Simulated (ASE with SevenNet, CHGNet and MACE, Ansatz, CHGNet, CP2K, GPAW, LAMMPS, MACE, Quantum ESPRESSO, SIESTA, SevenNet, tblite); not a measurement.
# Running glassy 71SiO2-12Al2O3-17CaO (mol %) (74 atoms) with machine-learned potentials

Wanted: machine-learned potentials inputs and outputs for glassy 71SiO2-12Al2O3-17CaO (mol %) (74 atoms), checked against a plane-wave reference.

Method: the method is named at each step, in ASE with SevenNet, CHGNet and MACE.

### Step 1. Starting point

The cell holds 74 atoms: 17 Si, 6 Al, 4 Ca and 47 O. Its edges and angles: a = 9.897 Å, b = 9.897 Å, c = 9.897 Å, α = 90.0°, β = 90.0°, γ = 90.0°. 74 atoms (17 Si, 6 Al, 4 Ca, 47 O) placed at random at 2.49 g/cm³, melted at 4000 K for 10 ps at fixed volume with the Morse and Coulomb pair potential with partial charges (Pedone, Malavasi, Menziani, Cormack and Segre, J. Phys. Chem. B 110, 11780 (2006)). Quenched from 4000 K to 300 K at 500 K/ps and fixed volume, held 10 ps at zero pressure.

The yardstick, on the same geometry:

- method: Kohn-Sham DFT, PBE, SSSP efficiency 1.3.0 pseudopotentials, plane waves (Quantum ESPRESSO 7.5); sssp-pbe-1.3.0-efficiency, cutoffs 60/480 Ry, Γ point
- r.m.s. force component: 1.425 eV/Å
- longest force: 4.91 eV/Å
- pressure: 6.921 GPa
- gap (highest filled to lowest empty level): 2.909 eV
- time: 3.8 min on 2 MPI ranks of Arm Neoverse V2, shared host
- CPU time: 7.7 min

### Step 2. SevenNet 0 potential

Method: machine-learned interatomic potential SevenNet 0, trained on PBE(+U) plane-wave data.

File run.py:

```python
import numpy as np
from ase.io import read
import mlip  # loads the published weights by name

atoms = read("structure.xyz")
atoms.calc = mlip.calc("7net-0")
energy = atoms.get_potential_energy()
forces = atoms.get_forces()
print(f"energy {energy:.6f} eV")
print("forces (eV/A)")
for i, (a, f) in enumerate(zip(atoms, forces)):
    print(f"{i:4d} {a.symbol:2s} {f[0]:10.5f} {f[1]:10.5f} {f[2]:10.5f}")
stress = -atoms.get_stress(voigt=False) * 160.21766
print("stress (GPa, compression positive)")
for row in stress:
    print(" ".join(f"{x:10.4f}" for x in row))
```

File structure.xyz:

```xyz
74
Lattice="9.89690 0.00000 0.00000 0.00000 9.89690 0.00000 0.00000 0.00000 9.89690" Properties=species:S:1:pos:R:3 pbc="T T T"
Si 7.40387 4.09494 7.43930
Si 0.12163 0.74920 2.96660
Si 1.87220 2.36338 4.81187
Si 9.49984 1.73849 0.21565
Si 6.38855 9.67709 5.33007
Si 4.06941 6.96049 3.44551
Si 2.14416 4.52001 2.59922
Si 8.58368 8.09557 4.08801
Si 5.07355 5.78028 6.22485
Si 9.05339 5.25387 2.76905
Si 5.99435 7.61933 1.17823
Si 2.74946 9.27993 1.99927
Si 6.91783 1.14596 8.18018
Si 4.24834 6.80115 8.84169
Si 4.02339 3.86613 0.09412
Si 3.34832 9.68006 6.12539
Si 2.14545 4.72171 6.90190
Al 9.27874 5.49713 5.87836
Al 1.31272 7.72156 9.40107
Al 3.98004 0.58372 9.22975
Al 0.69793 4.73685 9.80674
Al 6.94762 4.73102 0.64567
Al 0.94595 7.71077 6.46099
Ca 8.02065 2.63535 4.99902
Ca 8.21482 7.45722 8.72006
Ca 5.96536 1.19861 1.94029
Ca 1.72721 1.90921 8.02639
O 9.21065 9.41462 3.49232
O 3.19907 0.12064 7.75204
O 6.25306 4.66164 6.36648
O 6.57946 0.97207 4.28892
O 0.44091 8.33497 7.94256
O 1.99462 8.28143 0.94387
O 1.66288 0.51246 2.78924
O 6.67061 8.89751 1.61458
O 7.17981 0.08709 6.87478
O 8.08468 6.21565 6.92169
O 2.76589 7.13052 8.58992
O 3.64463 0.24861 1.02106
O 5.24575 6.72029 2.30697
O 2.90909 5.81839 3.12643
O 6.81352 2.47551 7.30658
O 2.75896 4.21262 1.11865
O 5.66053 0.71149 9.02508
O 0.39162 6.29166 9.73291
O 0.84995 0.82164 9.68629
O 7.97265 4.42490 1.97206
O 4.85651 9.63127 5.67607
O 7.30936 4.50111 8.89603
O 0.65428 4.86660 2.21493
O 3.63978 4.97379 6.50959
O 5.07335 6.88557 7.45613
O 0.35757 1.86784 4.36483
O 8.15356 1.25216 9.24024
O 1.74086 3.31596 6.07214
O 4.39224 5.24209 9.30952
[... 14 atom lines left out ...]
O 7.16070 8.48669 4.69746
O 9.28369 1.48048 1.79114
O 2.72561 1.17545 5.34155
O 9.60276 7.60122 5.22032
```

Command:

```console
OMP_NUM_THREADS=1 python run.py > output.txt
```

Log:

```text
energy -554.948242 eV
forces (eV/A)
   0 Si   -0.37539    0.10532   -2.16406
   1 Si    1.13755    1.10968    2.62947
   2 Si   -1.48768    0.85327   -1.95928
   3 Si    0.41171   -2.46919   -1.94542
   4 Si    1.55020    2.81551    2.74723
   5 Si    1.25659   -3.94224   -1.67678
   6 Si    2.44113    2.49503   -1.65469
   7 Si    0.74239   -2.87885   -1.19797
   8 Si   -0.87008   -0.78081    2.43794
   9 Si   -0.60527    1.49488    1.42691
  10 Si   -0.22318   -2.97063   -0.09818
  11 Si   -4.19641    0.28221   -2.32756
  12 Si    0.93540   -0.99526   -1.52833
  13 Si    0.68409   -1.09161    0.02657
  14 Si    1.00919    0.08011    1.50679
  15 Si   -0.98133    2.15964    1.24222
  16 Si   -0.37451    0.33503   -1.76001
  17 Al   -0.87939    0.40951    1.66396
  18 Al    0.68984    0.07331   -1.35896
  19 Al    0.23915    1.31728    0.68592
  20 Al    2.36645   -2.82493   -0.44558
  21 Al   -2.30277    0.23595   -0.12341
  22 Al    0.56423   -0.34452   -0.56959
  23 Ca    0.10702    0.03373    0.16145
[...]
66 O     1.40530   -0.77037    1.31492
  67 O    -0.41034    0.65716   -0.32167
  68 O    -0.17717    1.28446   -0.22568
  69 O    -0.38576    2.08449    0.07470
  70 O     0.03926   -3.00386   -0.56229
  71 O    -2.00794    0.77479    0.80111
  72 O     1.77311   -2.16228    0.94446
  73 O     0.45383   -0.52650    0.68436
stress (GPa, compression positive)
    7.1199    -0.1951    -1.1099
   -0.1951     6.4310    -1.8035
   -1.1099    -1.8035     5.7552
```

It took 7.2 s on 1 thread of Arm Neoverse V2, shared host; peak memory 0.9 GiB.

Banners, paths, timers and routine set-up lines are dropped from the logs unmarked, and long logs keep their key lines alone; longer cuts are marked.

Against the reference:

```yaml
r_m_s_force_component: 1.384 eV/Å
r_m_s_difference_of_force_components: 99.67 meV/Å
longest_difference_of_force_vectors: 545.7 meV/Å
force_difference_over_r_m_s_force: 6.995 %
slope_of_forces_against_the_reference_s: 0.9692
correlation_of_force_components: 0.9979
pressure: 6.435 GPa
pressure_difference: -0.4859 GPa
```

Length of the force difference by element (eV/Å):

```tsv
element	atoms	mean	most
Al	6	0.20	0.55
Ca	4	0.18	0.33
O	47	0.12	0.38
Si	17	0.17	0.50
```

The surroundings of Ca25, one of the 4 Ca atoms, nearest first, numbered as they follow in the input and with coordinates relative to it.

```tsv
atom	x	y	z	distance (Å)	bonds	Fx	Fy	Fz (eV/Å)
Ca25	0.00	0.00	0.00	0.00	4	0.05	-0.51	-0.68
O37	-0.13	-1.24	-1.80	2.19	2	0.48	0.28	0.58
O59	-1.16	-0.96	1.83	2.37	3	0.38	0.04	-1.20
O32	2.12	0.88	-0.78	2.43	3	-0.89	0.20	1.74
O45	2.07	-1.17	1.01	2.59	3	-2.40	3.25	0.35
Al19	2.99	0.26	0.68	3.08	4	0.69	0.07	-1.36
O49	-0.91	-2.96	0.18	3.10	2	0.18	0.44	2.76
Si11	-2.22	0.16	2.36	3.24	4	-0.22	-2.97	-0.10
O36	-1.04	2.53	-1.85	3.30	2	-0.35	-0.61	-0.44
```

Atoms are counted from 1 here, from 0 in the log.

Forces lie 7.0 % from the reference's, at 0.016 times its CPU time (on 1 against 2 cores).

### Step 3. CHGNet r2SCAN potential

Method: machine-learned interatomic potential CHGNet r2SCAN, trained on r2SCAN plane-wave data.

run.py: that of step 2 with these lines changed.

```diff
@@ -5,3 +5,3 @@
 atoms = read("structure.xyz")
-atoms.calc = mlip.calc("7net-0")
+atoms.calc = mlip.calc("chgnet-r2scan")
 energy = atoms.get_potential_energy()
```

structure.xyz is that of step 2.

Log:

```text
CHGNet vr2scan initialized with 412,525 parameters
CHGNet will run on cpu
energy -721.322388 eV
forces (eV/A)
   0 Si   -0.32987   -0.10245   -2.55373
   1 Si    0.95963    1.32971    2.54283
   2 Si   -1.50770    0.57908   -1.38454
   3 Si   -0.01606   -2.29396   -1.81905
   4 Si    1.69151    2.86152    2.46408
   5 Si    1.07295   -3.54453   -1.43227
   6 Si    2.26367    2.33288   -1.64742
   7 Si    0.74326   -2.69061   -0.78115
   8 Si   -0.62661   -0.65228    2.27504
   9 Si   -0.59025    1.14884    1.09983
  10 Si   -0.26399   -2.55183    0.01222
  11 Si   -3.67213    0.58634   -2.12326
  12 Si    1.11580   -0.90594   -1.40562
  13 Si    0.68826   -0.93900   -0.00399
  14 Si    0.97041    0.04573    1.46457
  15 Si   -1.04734    1.98654    1.18762
  16 Si   -0.26665   -0.06223   -1.68393
  17 Al   -0.86073    0.32994    1.34785
  18 Al    0.57412    0.11663   -0.88694
  19 Al    0.05636    0.93747    0.61666
  20 Al    1.79047   -2.18647   -0.48318
  21 Al   -1.61241    0.12917   -0.12553
  22 Al    0.29639   -0.22136   -0.59937
  23 Ca    0.07572   -0.00238    0.18662
[...]
66 O     0.92593   -0.47402    0.87173
  67 O    -0.36263    0.33592   -0.20593
  68 O     0.12273    1.16677   -0.06688
  69 O    -0.23397    1.84288    0.21413
  70 O     0.18115   -2.78013   -0.58389
  71 O    -1.53896    0.71289    0.36528
  72 O     1.62134   -1.88527    0.68856
  73 O     0.41766   -0.35071    0.52259
stress (GPa, compression positive)
    2.4850    -0.2631    -0.8766
   -0.2631     1.9552    -1.8110
   -0.8766    -1.8110     1.3992
```

It took 3.6 s on 1 thread; peak memory 1.1 GiB.

Compared with the plane-wave run:

```yaml
r_m_s_force_component: 1.201 eV/Å
r_m_s_difference_of_force_components: 313.5 meV/Å
longest_difference_of_force_vectors: 1255 meV/Å
force_difference_over_r_m_s_force: 22 %
slope_of_forces_against_the_reference_s: 0.831
correlation_of_force_components: 0.9859
pressure: 1.946 GPa
pressure_difference: -4.975 GPa
```

Against the first run (7.0 %), the force difference from the reference is 22 %, at 0.51 times the CPU time; this potential was trained at another functional than the reference's.

### Step 4. MACE MP-0b3 medium potential

Method: machine-learned interatomic potential MACE MP-0b3 medium, trained on PBE(+U) plane-wave data.

run.py: that of step 3 with these lines changed.

```diff
@@ -5,3 +5,3 @@
 atoms = read("structure.xyz")
-atoms.calc = mlip.calc("chgnet-r2scan")
+atoms.calc = mlip.calc("mace-mp-0b3-medium")
 energy = atoms.get_potential_energy()
```

structure.xyz is that of step 3.

Log:

```text
energy -554.944818 eV
forces (eV/A)
   0 Si   -0.48554    0.09307   -2.33342
   1 Si    1.25224    1.11969    2.59036
   2 Si   -1.45325    0.97546   -1.88057
   3 Si    0.43044   -2.50169   -1.87026
   4 Si    1.56714    2.87774    2.66528
   5 Si    1.32791   -3.99973   -1.64749
   6 Si    2.52144    2.40964   -1.74804
   7 Si    0.83546   -2.97330   -1.12394
   8 Si   -0.92889   -0.78595    2.46425
   9 Si   -0.54648    1.46996    1.50472
  10 Si   -0.33351   -3.04666   -0.07359
  11 Si   -4.09567    0.22820   -2.23606
  12 Si    0.94696   -0.93826   -1.59877
  13 Si    0.80868   -1.12922   -0.00066
  14 Si    0.86828   -0.02857    1.47506
  15 Si   -1.02483    2.04968    1.19460
  16 Si   -0.34805    0.30191   -1.80859
  17 Al   -0.95554    0.30373    1.74769
  18 Al    0.65783    0.08131   -1.27700
  19 Al    0.10865    1.34773    0.60739
  20 Al    2.53244   -2.97413   -0.34728
  21 Al   -2.29324    0.28241   -0.19461
  22 Al    0.66926   -0.33683   -0.71923
  23 Ca    0.12256    0.06470    0.22838
[...]
66 O     1.36875   -0.74931    1.26963
  67 O    -0.39225    0.66191   -0.29178
  68 O    -0.17694    1.23466   -0.24494
  69 O    -0.43781    2.14812    0.00752
  70 O    -0.04878   -2.94548   -0.50449
  71 O    -2.03674    0.81443    0.77361
  72 O     1.76121   -2.15334    0.92221
  73 O     0.44081   -0.45468    0.70122
stress (GPa, compression positive)
    7.2107    -0.2473    -1.0441
   -0.2473     6.3884    -1.7100
   -1.0441    -1.7100     5.8541
```

The job ended after 7.2 s (1 thread; peak memory 1 GiB).

Against the reference:

| Item | Value |
| --- | --- |
| r.m.s. force component | 1.391 eV/Å |
| r.m.s. difference of force components | 92.55 meV/Å |
| longest difference of force vectors | 459.2 meV/Å |
| force difference over r.m.s. force | 6.495 % |
| slope of forces against the reference's | 0.9744 |
| correlation of force components | 0.9981 |
| pressure | 6.484 GPa |
| pressure difference | -0.4369 GPa |

Against the first run (7.0 %), the force difference from the reference is 6.5 %, at 1 times the CPU time.

### Step 5. The ladder

Differences are against the plane-wave reference, forces as r.m.s. over components; share is that over the reference's r.m.s. force, slope the least-squares factor from reference forces to these. Total energies of different programs have different zeros and aren't compared.

```tsv
run	Δ force, r.m.s. (meV/Å)	share (%)	slope	Δ pressure (GPa)	cores	CPU time	memory (GiB)
reference	-	-	-	-	2	7.7 min	2.8
SevenNet 0 potential	99.7	7.00	0.969	-0.486	1	7.2 s	0.9
CHGNet r2SCAN potential	314	22.0	0.831	-4.97	1	3.6 s	1.1
MACE MP-0b3 medium potential	92.6	6.50	0.974	-0.437	1	7.2 s	1
```

Times of the machine-learned potentials are mostly Python's start and the loading of weights.

CPU time is summed over cores on a shared host, where runs went side by side, so it is rough. Symmetry, cutoffs, thresholds, outputs and thread counts weren't matched or tuned between programs; memory under MPI is the largest rank's times the ranks.

### Step 6. What came out

```
nearest in forces : MACE MP-0b3 medium potential, 6.5 %
its CPU time      : 7.2 s
```

**Reading.** Machine-learned potentials differ by 6.5 % (MACE MP-0b3 medium potential) to 22 % (CHGNet r2SCAN potential); they were trained on other programs' data, some at another functional. The reference's pressure holds the uncorrected Pulay stress of its 60 Ry basis, so small pressure differences, and their order, may be the reference's own error. Machine-learned potentials mimic data converged in k, so the reference's own k-point error enters their differences. The quench rate of 500 K/ps is many orders above laboratory rates, so the cell is likely richer in defects and strain than a real sample. The network of bonds at the start is that of the classical potential that made the cell, and needn't be the one that DFT or experiment would give. The electronic-structure runs sample only Γ, in a cell whose shortest periodic width is 10 Å.

[Also dropped from logs without a mark: logging warnings of Python, and SIESTA's first energy breakdown and zero terms.]

[Logs are printed without paths, hosts, clocks, repeated set-up lines and the standing remarks that a program may print on its own settings, such as how far it seeks lower states.]

[Hosts, paths, dates, database ids (printed as entryN), source tags and the programs' standing remarks are cut or masked in the printed files.]
